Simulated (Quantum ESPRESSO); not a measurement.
# HfN (Fm-3m): from the cell to the phonon bands

How does HfN (Fm-3m) vibrate, and is this structure a minimum?

Calculated with Quantum ESPRESSO 7.5; DFT PBE, scalar-relativistic, plane waves, GBRV ultrasoft pseudopotentials.

Most raw output is cut from this account.

The database entry behind the starting cell differs from later determinations by our own check (about 0.3 % short), so it need not match the best structure at ambient conditions.

### Step 1. The starting structure

It takes space group Fm-3m (No. 225, cubic). The conventional cell has a = 4.512 Å, b = 4.512 Å, c = 4.512 Å, α = 90.00°, β = 90.00°, γ = 90.00°. Nearest to Hf lie 6 N at 2.26 Å. N has 6 Hf at 2.26 Å nearest. Farther neighbours and most contacts between anions are not listed.

### Step 2. A first look

Before anything dear is run, a loose run with smearing shows whether this is a metal and how far the cell is from rest.

probe.in

```
 &control
    calculation='scf',
    prefix='x',
    outdir='./tmp',
    pseudo_dir='./pseudo',
    tprnfor=.true.,
    tstress=.true.,
    verbosity='high',
 /
 &system
    ibrav=2,
    celldm(1)=8.52644427,
    nat=2,
    ntyp=2,
    ecutwfc=45.0,
    ecutrho=270.0,
    occupations='smearing',
    smearing='gaussian',
    degauss=0.01,
 /
 &electrons
    conv_thr=1.0d-07,
    mixing_beta=0.7,
    electron_maxstep=100,
 /
ATOMIC_SPECIES
 Hf    178.4900  Hf.upf
 N      14.0070  N.upf
ATOMIC_POSITIONS crystal
 Hf     0.000000000   0.000000000   0.000000000
 N      0.500000000   0.500000000   0.500000000
K_POINTS automatic
 8 8 8 0 0 0
```

On the command line:

```bash
$ OMP_NUM_THREADS=1 mpirun -n 4 pw.x -nk 4 -in probe.in > probe.out
```

Run time: 2.7 s. Hardware: 4 MPI ranks of Arm Neoverse V1, shared host; 10 s of CPU time.

This step gave:

```
volume per atom   : 11.48 Å³
pressure          : 5.783 GPa
gap on the k-mesh : 0 eV
```

No gap opens on this mesh, so smearing is kept; the start stands at 5.8 GPa.

### Step 3. Relaxing the cell and atoms

The relaxation runs at a cutoff a fifth above that of the response, since stress converges more slowly with the basis than frequencies do. Forces and stress are brought to rest with tight thresholds.

relax.in

```
 &control
    calculation='vc-relax',
    prefix='x',
    outdir='./tmp',
    pseudo_dir='./pseudo',
    tprnfor=.true.,
    tstress=.true.,
    forc_conv_thr=2.0d-05,
    etot_conv_thr=1.0d-07,
    nstep=40,
 /
 &system
    ibrav=2,
    celldm(1)=8.52644427,
    nat=2,
    ntyp=2,
    ecutwfc=54,
    ecutrho=324.0,
    occupations='smearing',
    smearing='mv',
    degauss=0.02,
 /
 &electrons
    conv_thr=1.0d-11,
    mixing_beta=0.7,
    electron_maxstep=100,
 /
 &ions
 /
 &cell
    press_conv_thr=0.2,
 /
ATOMIC_SPECIES
 Hf    178.4900  Hf.upf
 N      14.0070  N.upf
ATOMIC_POSITIONS crystal
 Hf     0.000000000   0.000000000   0.000000000
 N      0.500000000   0.500000000   0.500000000
K_POINTS automatic
 14 14 14 0 0 0
```

On the command line:

```bash
$ OMP_NUM_THREADS=1 mpirun -n 4 pw.x -nk 4 -in relax.in > relax.out
```

Wall time 40 s (4 MPI ranks).

Relaxation path:

```tsv
step	energy less that of the first step (eV)	largest force (eV/Å)	pressure (GPa)	volume (Å³)
1	0.0000	0.0000	5.80	22.96
2	-0.0070	0.0000	-2.33	23.65
3	-0.0085	0.0000	-0.08	23.45
4	-0.0085	0.0000	0.00	23.44
5	-0.0085	0.0000	0.00	23.44
6	-0.0088	0.0000	0.02	23.44
```

```tsv
conventional cell, symmetrised	before	after	change
a (Å)	4.512	4.543	+0.7 %
b (Å)	4.512	4.543	+0.7 %
c (Å)	4.512	4.543	+0.7 %
volume (Å³/atom)	11.48	11.72	+2.1 %
```

The relaxed structure:

```
CELL_PARAMETERS angstrom
-2.27156 0.00000 2.27156
0.00000 2.27156 2.27156
-2.27156 2.27156 0.00000
ATOMIC_POSITIONS crystal
Hf 0.00000 0.00000 0.00000
N 0.50000 0.50000 0.50000
```

The last row of the table of steps is pw.x's closing run on a basis chosen anew for the final cell, so its energy can jump.

Numbers from this step:

- volume per atom: 11.72 Å³
- pressure: 0.021 GPa

The volume changes by +2.1 % from the cell with which this run began.

### Step 4. Self-consistent run for the response

The response is built on this ground state, so it is converged far tighter than an energy would need. Smearing stays on, as the first look found no gap above 0.3 eV.

scf.in

```
 &control
    calculation='scf',
    prefix='x',
    outdir='./tmp',
    pseudo_dir='./pseudo',
    tprnfor=.true.,
    tstress=.true.,
 /
 &system
    ibrav=2,
    celldm(1)=8.58524326,
    nat=2,
    ntyp=2,
    ecutwfc=45.0,
    ecutrho=270.0,
    occupations='smearing',
    smearing='mv',
    degauss=0.02,
 /
 &electrons
    conv_thr=1.0d-12,
    mixing_beta=0.7,
    electron_maxstep=100,
 /
ATOMIC_SPECIES
 Hf    178.4900  Hf.upf
 N      14.0070  N.upf
ATOMIC_POSITIONS crystal
 Hf     0.000000000   0.000000000   0.000000000
 N      0.500000000   0.500000000   0.500000000
K_POINTS automatic
 15 15 15 0 0 0
```

On the command line:

```bash
$ OMP_NUM_THREADS=1 mpirun -n 4 pw.x -nk 4 -in scf.in > scf.out
```

Elapsed: 7.9 s, on 4 MPI ranks; 31 s of CPU time.

This step gave:

* pressure: -0.272 GPa

The cell stands at -0.27 GPa, close enough for stiff modes, while soft ones can move.

### Step 5. Levels on a dense mesh

The coupling is a sum over pairs of states at the Fermi level and needs a much denser mesh than the density does.

scf_fit.in, as its differences from scf.in of step 4:

```diff
@@ -18,5 +18,6 @@
     degauss=0.02,
+    la2F=.true.,
  /
  &electrons
-    conv_thr=1.0d-12,
+    conv_thr=1.0d-10,
     mixing_beta=0.7,
@@ -31,2 +32,2 @@
 K_POINTS automatic
- 15 15 15 0 0 0
+ 30 30 30 0 0 0
```

On the command line:

```bash
$ OMP_NUM_THREADS=1 mpirun -n 4 pw.x -nk 4 -in scf_fit.in > scf_fit.out
```

Wall time 30 s (4 MPI ranks); 2 min of CPU time.

This step gave:

```
pressure : -0.27 GPa
```

### Step 6. Ground state

The run on the dense mesh left its levels for the electron-phonon sums; ph.x needs the ground state on the coarse mesh, so pw.x runs once more in the same folder.

scf.in is that of step 4.

On the command line:

```bash
$ OMP_NUM_THREADS=1 mpirun -n 4 pw.x -nk 4 -in scf.in > scf.out
```

The job ended after 8 s (4 MPI ranks).

Read from the output:

* pressure: -0.272 GPa

### Step 7. Phonons on a q mesh

Linear response treats each wavevector in the unit cell, with no supercell; the 3×3×3 mesh fixes the range of the force constants to be had. The change of the potential is kept for the electron-phonon matrix elements.

ph.in

```
phonons
 &inputph
    prefix='x',
    outdir='./tmp',
    fildyn='x.dyn',
    tr2_ph=1.0d-18,
    alpha_mix(1)=0.4,
    nmix_ph=8,
    ldisp=.true.,
    nq1=3,
    nq2=3,
    nq3=3,
    electron_phonon='interpolated',
    fildvscf='dvscf',
    el_ph_sigma=0.005,
    el_ph_nsigma=10,
 /
```

On the command line:

```bash
$ OMP_NUM_THREADS=1 mpirun -n 4 ph.x -nk 4 -in ph.in > ph.out
```

It took 27 min on 4 MPI ranks.

This step gave:

```yaml
largest_acoustic_frequency_at_the_zone_centre_before_the_sum_rule: 2.89 cm⁻¹
highest_optical_zone_centre_mode_no_lo_to_term: 485.6 cm⁻¹
lowest_optical_zone_centre_mode: 485.6 cm⁻¹
lowest_mode_on_the_q_mesh_acoustic_ones_at_the_zone_centre_apart: 109.7 cm⁻¹
```

Frequencies (cm⁻¹) at each irreducible wavevector; negative means imaginary. Frequencies by wavevector:

```tsv
q (fractions)	star	mode 1	mode 2	mode 3	mode 4	mode 5	mode 6
0 0 0	1	2.89	2.89	2.89	485.6	485.6	485.6
0 0 0.3333	8	109.7	109.7	165.9	492.4	517.6	517.6
0 0.3333 0.3333	6	118.9	127.7	127.7	478	480.2	480.2
0 0.3333 -0.3333	12	119.8	132.3	152.9	460.3	484.4	511.8
```

Couplings of single modes at a Gaussian broadening of 0.02 Ry, as ph.x prints them; it sets λ to zero for modes under 20 cm⁻¹. Mode couplings:

```tsv
q (fractions)	mode	frequency (cm⁻¹)	λ	linewidth γ (GHz)
0 0 0.3333	1	109.7	0.0708	3.09
0 0 0.3333	2	109.7	0.0748	3.27
0 0 0.3333	3	165.9	0.1808	18.04
0 0 0.3333	4	492.4	0.117	102.9
0 0 0.3333	5	517.6	0.0401	39.02
0 0 0.3333	6	517.6	0.0394	38.32
0 0.3333 0.3333	1	118.9	0.699	35.87
0 0.3333 0.3333	2	127.7	0.0172	1.02
0 0.3333 0.3333	3	127.7	0.0173	1.02
0 0.3333 0.3333	4	478	0.1488	123.3
0 0.3333 0.3333	5	480.2	0.0429	35.88
0 0.3333 0.3333	6	480.2	0.043	35.95
0 0.3333 -0.3333	1	119.8	0.1131	5.89
0 0.3333 -0.3333	2	132.3	0.4406	28
0 0.3333 -0.3333	3	152.9	0.0531	4.51
0 0.3333 -0.3333	4	460.3	0.0547	42.02
0 0.3333 -0.3333	5	484.4	0.1514	128.9
0 0.3333 -0.3333	6	511.8	0.0937	89.01
```

The acoustic modes at Γ come out as far as 2.9 cm⁻¹ from zero, where they should vanish, a small numerical error.

### Step 8. Fourier transform to real space

The dynamical matrices of the mesh are Fourier-transformed to force constants in real space.

q2r.in

```
 &input
    fildyn='x.dyn',
    zasr='crystal',
    flfrc='x.fc',
    la2F=.true.,
 /
```

On the command line:

```bash
$ q2r.x < q2r.in > q2r.out
```

Wall time 0.49 s (1 thread).

### Step 9. Interpolated phonon bands

From the force constants any wavevector is cheap; points of the mesh come back as solved, but for the sum rule and, in polar crystals, the LO-TO term at Γ; the rest is interpolation.

matdyn.in

```
 &input
    asr='crystal',
    flfrc='x.fc',
    flfrq='x.freq',
    flvec='x.modes',
    q_in_band_form=.true.,
    q_in_cryst_coord=.true.,
 /
8
  0.0000000   0.0000000   0.0000000  12  ! GAMMA
 -0.0000000   0.5000000   0.5000000  12  ! X
 -0.0000000   0.6250000   0.3750000   1  ! U
 -0.3750000   0.3750000  -0.0000000  12  ! K
  0.0000000   0.0000000   0.0000000  12  ! GAMMA
 -0.0000000   0.5000000  -0.0000000  12  ! L
 -0.2500000   0.5000000   0.2500000  12  ! W
 -0.0000000   0.5000000   0.5000000   1  ! X
```

On the command line:

```bash
$ matdyn.x -in matdyn.in > matdyn.out
```

Run time: 0.47 s. Hardware: 1 thread.

Read from the output:

```
lowest frequency on the path      : 0 cm⁻¹
mean frequency                    : 309.7 cm⁻¹
Debye temperature (second moment) : 668 K
logarithmic mean frequency        : 249.1 cm⁻¹
```

Matdyn.x, sum rule crystal. The phonon branches at the labelled points (cm⁻¹):

```tsv
point	branch 1	branch 2	branch 3	branch 4	branch 5	branch 6
Γ	0	0	0	486	486	486
halfway	120	120	120	486	486	495
X	119	119	123	437	471	471
halfway	120	123	132	440	472	479
U	121	129	147	450	478	499
jump to K	121	129	147	450	478	499
halfway	101	135	144	487	496	518
Γ	0	0	0	486	486	486
halfway	96	96	151	488	506	506
L	117	117	172	497	529	529
halfway	120	132	156	477	495	518
W	114	143	143	458	458	506
halfway	117	130	137	444	468	489
X	119	119	123	437	471	471
```

Lowest modes at the softest wavevector of the mesh; phase exp(i q.(R + tau)). The modes at q = (0.000, -0.333, 0.000) (shares of kinetic energy by element, %):

```tsv
mode	frequency (cm⁻¹)	Hf %	N %
1	109.7	99	1
2	109.7	99	1
3	165.9	100	0
4	492.4	0	100
5	517.6	1	99
6	517.6	1	99
```

Displacements in mode 1 (109.7 cm⁻¹), the largest set to 1, in the home cell (x, y, z of the real part, then of the imaginary part):
```
Hf1 -0.01 -0.98  1.00  0.00 -0.06  0.07
N2   0.00 -0.21  0.21  0.00  0.31 -0.31
```

Displacements in mode 4 (492.4 cm⁻¹), the largest set to 1, in the home cell:
```
Hf1 0.00 0.00 0.00
N2  1.00 1.00 1.00
```

Force constants by pair (phonopy on the run's constants); pairs near half the supercell's span include their periodic images. Pair force constants, by row:

```tsv
atom	neighbour	distance (Å)	third of the trace (eV/Å²)	along the pair's line (eV/Å²)
Hf1	itself	0	13.38	–
Hf1	N	2.272	-1.285	-3.47
Hf1	Hf	3.212	-0.1653	-1.018
Hf1	N	3.934	-0.1425	-0.3814
Hf1	Hf	4.543	0.1497	1.297
Hf1	N	5.079	-0.2366	-0.6177
Hf1	Hf	5.564	-0.1294	-0.3273
Hf1	N	6.815	0.4237	0.4237
N2	itself	0	12.26	–
N2	Hf	2.272	-1.285	-3.47
N2	N	3.212	0.0614	0.2989
N2	Hf	3.934	-0.1425	-0.3814
N2	N	4.543	-0.2679	-0.563
N2	Hf	5.079	-0.2366	-0.6177
N2	N	5.564	-0.0157	-0.0502
N2	Hf	6.815	0.4237	0.4237
```

Harmonic mean-square displacement, third of the trace. Mean-square displacements:

```tsv
T (K)	Hf1 U_eq (Å²)	N2 U_eq (Å²)
0	7.50e-4	0.00259
100	0.0011	0.00271
300	0.00274	0.00367
600	0.00536	0.00604
```

Mode patterns, pair constants, displacements and means over the zone were worked out by phonopy from the force constants of q2r.x.

All branches are real along the path.

### Step 10. Sums over the zone

Sums over the zone need many more wavevectors than were solved, so the interpolation is sampled on a dense mesh.

matdyn.in

```
 &input
    asr='crystal',
    flfrc='x.fc',
    dos=.true.,
    fldos='x.dos',
    nk1=17,
    nk2=17,
    nk3=17,
    deltaE=1.0,
    la2F=.true.,
 /
```

On the command line:

```bash
$ matdyn.x -in matdyn.in > matdyn.out
```

The job ended after 36 s (1 thread).

This step gave:

| Quantity | Value |
| --- | --- |
| share of modes beyond 3i cm⁻¹ on the dense interpolated mesh | 0 |
| zero-point energy per atom | 57.64 meV |
| heat capacity at 300 K | 20.08 J/(mol atoms K) |
| vibrational entropy at 300 K | 23.22 J/(mol atoms K) |

The phonon density of states has structure finer than the step of the table below, so its rows give means over 20 cm⁻¹, whole bins alone (the curve runs from 0 to 528 cm⁻¹). Peaks (cm⁻¹: height): total 120.0: 0.120, 135.0: 0.0636, 486.0: 0.0995; Hf 120.0: 0.118, 135.0: 0.0625; N 486.0: 0.0970.

Tetrahedra. Table of phonon density of states by wavenumber; means over each step; values in 1/cm⁻¹/cell:

```tsv
wavenumber (cm⁻¹)	total	Hf	N
20	5.9e-5	5.7e-5	2.3e-6
40	4.7e-4	4.4e-4	3.1e-5
60	0.00137	0.00129	7.7e-5
80	0.00345	0.00330	1.5e-4
100	0.0118	0.0115	2.6e-4
120	0.0650	0.0642	8.9e-4
140	0.0461	0.0453	8.6e-4
160	0.0211	0.0209	1.8e-4
180	5.4e-4	5.4e-4	2.5e-7
200	0	0	0
220	0	0	0
240	0	0	0
260	0	0	0
280	0	0	0
300	0	0	0
320	0	0	0
340	0	0	0
360	0	0	0
380	0	0	0
400	0	0	0
420	0	0	0
440	0.00281	1.2e-4	0.00269
460	0.0165	4.0e-4	0.0161
480	0.0566	0.00119	0.0554
500	0.0460	6.4e-4	0.0453
```

Harmonic thermodynamic functions per atom, summed over the density of states scaled to three modes an atom; melting is ignored. Thermodynamic functions:

```tsv
T (K)	F_vib (meV/atom)	S (J/mol-atom/K)	C_V (J/mol-atom/K)
0	57.64	0	0
50	57.44	1.674	4.561
100	55.27	6.74	9.967
200	43.45	15.78	16.43
300	23.11	23.22	20.08
400	-4.19	29.27	21.92
500	-37.2	34.28	22.91
600	-74.99	38.52	23.49
700	-116.8	42.17	23.86
800	-162.2	45.37	24.11
900	-210.8	48.22	24.28
1000	-262.1	50.78	24.4
```

At 300 K the heat capacity has reached 81 % of the Dulong-Petit value.

### Step 11. Zone-centre analysis

A rigid shift of the crystal must cost nothing, but grids and finite bases break this; the acoustic sum rule is imposed before the matrix is diagonalised again.

dynmat.in

```
 &input
    fildyn='x.dyn1',
    asr='simple',
    fileig='dynmat.eig',
 /
```

On the command line:

```bash
$ dynmat.x -in dynmat.in > dynmat.out
```

Wall time 0.47 s (1 thread).

Unit eigenvectors of the mass-weighted matrix after the sum rule; no LO-TO term. Modes at Γ, with each element's share of the kinetic energy:

```tsv
mode	frequency (cm⁻¹)	symmetry	Hf %	N %
1	0.0	acoustic	93	7
2	0.0	acoustic	93	7
3	0.0	acoustic	93	7
4	485.6	T1u	7	93
5	485.6	T1u	7	93
6	485.6	T1u	7	93
```

Displacements in mode 5 (485.6 cm⁻¹), the largest set to 1:
```
Hf1  0.00  0.00 -0.08
N2   0.00  0.00  1.00
```

The rule moves no optical mode by more than 0.1 cm⁻¹.

### Step 12. A frozen mode

The atoms are moved along one mode, by 0.015 Å at most in any Cartesian component, and the restoring forces give its frequency without the response code: a check of the response kernel of this functional.

frozen.in

```
 &control
    calculation='scf',
    prefix='x',
    outdir='./tmp',
    pseudo_dir='./pseudo',
    tprnfor=.true.,
 /
 &system
    ibrav=2,
    celldm(1)=8.58524326,
    nat=2,
    ntyp=2,
    ecutwfc=45.0,
    ecutrho=270.0,
    occupations='smearing',
    smearing='mv',
    degauss=0.02,
 /
 &electrons
    conv_thr=1.0d-11,
    mixing_beta=0.7,
    electron_maxstep=100,
 /
ATOMIC_SPECIES
 Hf    178.4900  Hf.upf
 N      14.0070  N.upf
ATOMIC_POSITIONS crystal
 Hf     0.000259062  -0.000259062   0.000259062
 N      0.496698301   0.503301699   0.496698301
K_POINTS automatic
 15 15 15 0 0 0
```

On the command line:

```bash
$ OMP_NUM_THREADS=1 mpirun -n 4 pw.x -nk 4 -in frozen.in > frozen.out
```

Run time: 15 s. Hardware: 4 MPI ranks; 59 s of CPU time.

This step gave:

```
frequency from the forces      : 485.6 cm⁻¹
frequency from linear response : 485.6 cm⁻¹
```

The forces give 485.6 cm⁻¹ against 485.6 cm⁻¹ from linear response after the sum rule.

### Step 13. Outcome

| Quantity | Value |
| --- | --- |
| space group after relaxation | Fm-3m |
| volume per atom | 11.7 Å³ |
| highest optical zone-centre mode (no LO-TO term) | 485.6 cm⁻¹ |
| q mesh | 3×3×3 |
| lowest mode on the q mesh (acoustic ones at the zone centre apart) | 109.7 cm⁻¹ |
| zero-point energy per atom | 57.6 meV |
| heat capacity at 300 K | 20.1 J/(mol atoms K) |
| vibrational entropy at 300 K | 23.2 J/(mol atoms K) |
| imaginary modes on the q mesh | none |

In words: HfN (Fm-3m) is dynamically stable on the 3×3×3 mesh; its spectrum reaches 529 cm⁻¹. At the PBE level the optical modes of HfN (Fm-3m) at the zone centre lie at 486 cm⁻¹. Along axes with an odd number of divisions the mesh misses the zone-boundary points at one half, where instabilities often lie; those are only interpolated. These are harmonic frequencies at zero temperature: anharmonic shifts and linewidths and thermal expansion are left out. Spin-orbit coupling is left out, which can matter for the heavy elements here. In a metal the frequencies hang on the k mesh and the smearing, most of all near Kohn anomalies. The runs are without spin polarisation, although the cell has an odd electron count or an open d or f shell, so a magnetic state was not tested. The λ that matdyn.x prints is not taken as a result: on such q meshes it can be far off, most of all in cells of several atoms.

[Host names and launcher messages were left out of these logs when they were recorded.]

[Logs are printed without paths, hosts, clocks, repeated set-up lines and the standing remarks that a program may print on its own settings, such as how far it seeks lower states.]

[Hosts, paths, dates, database ids (printed as entryN), source tags and the programs' standing remarks are cut or masked in the printed files.]
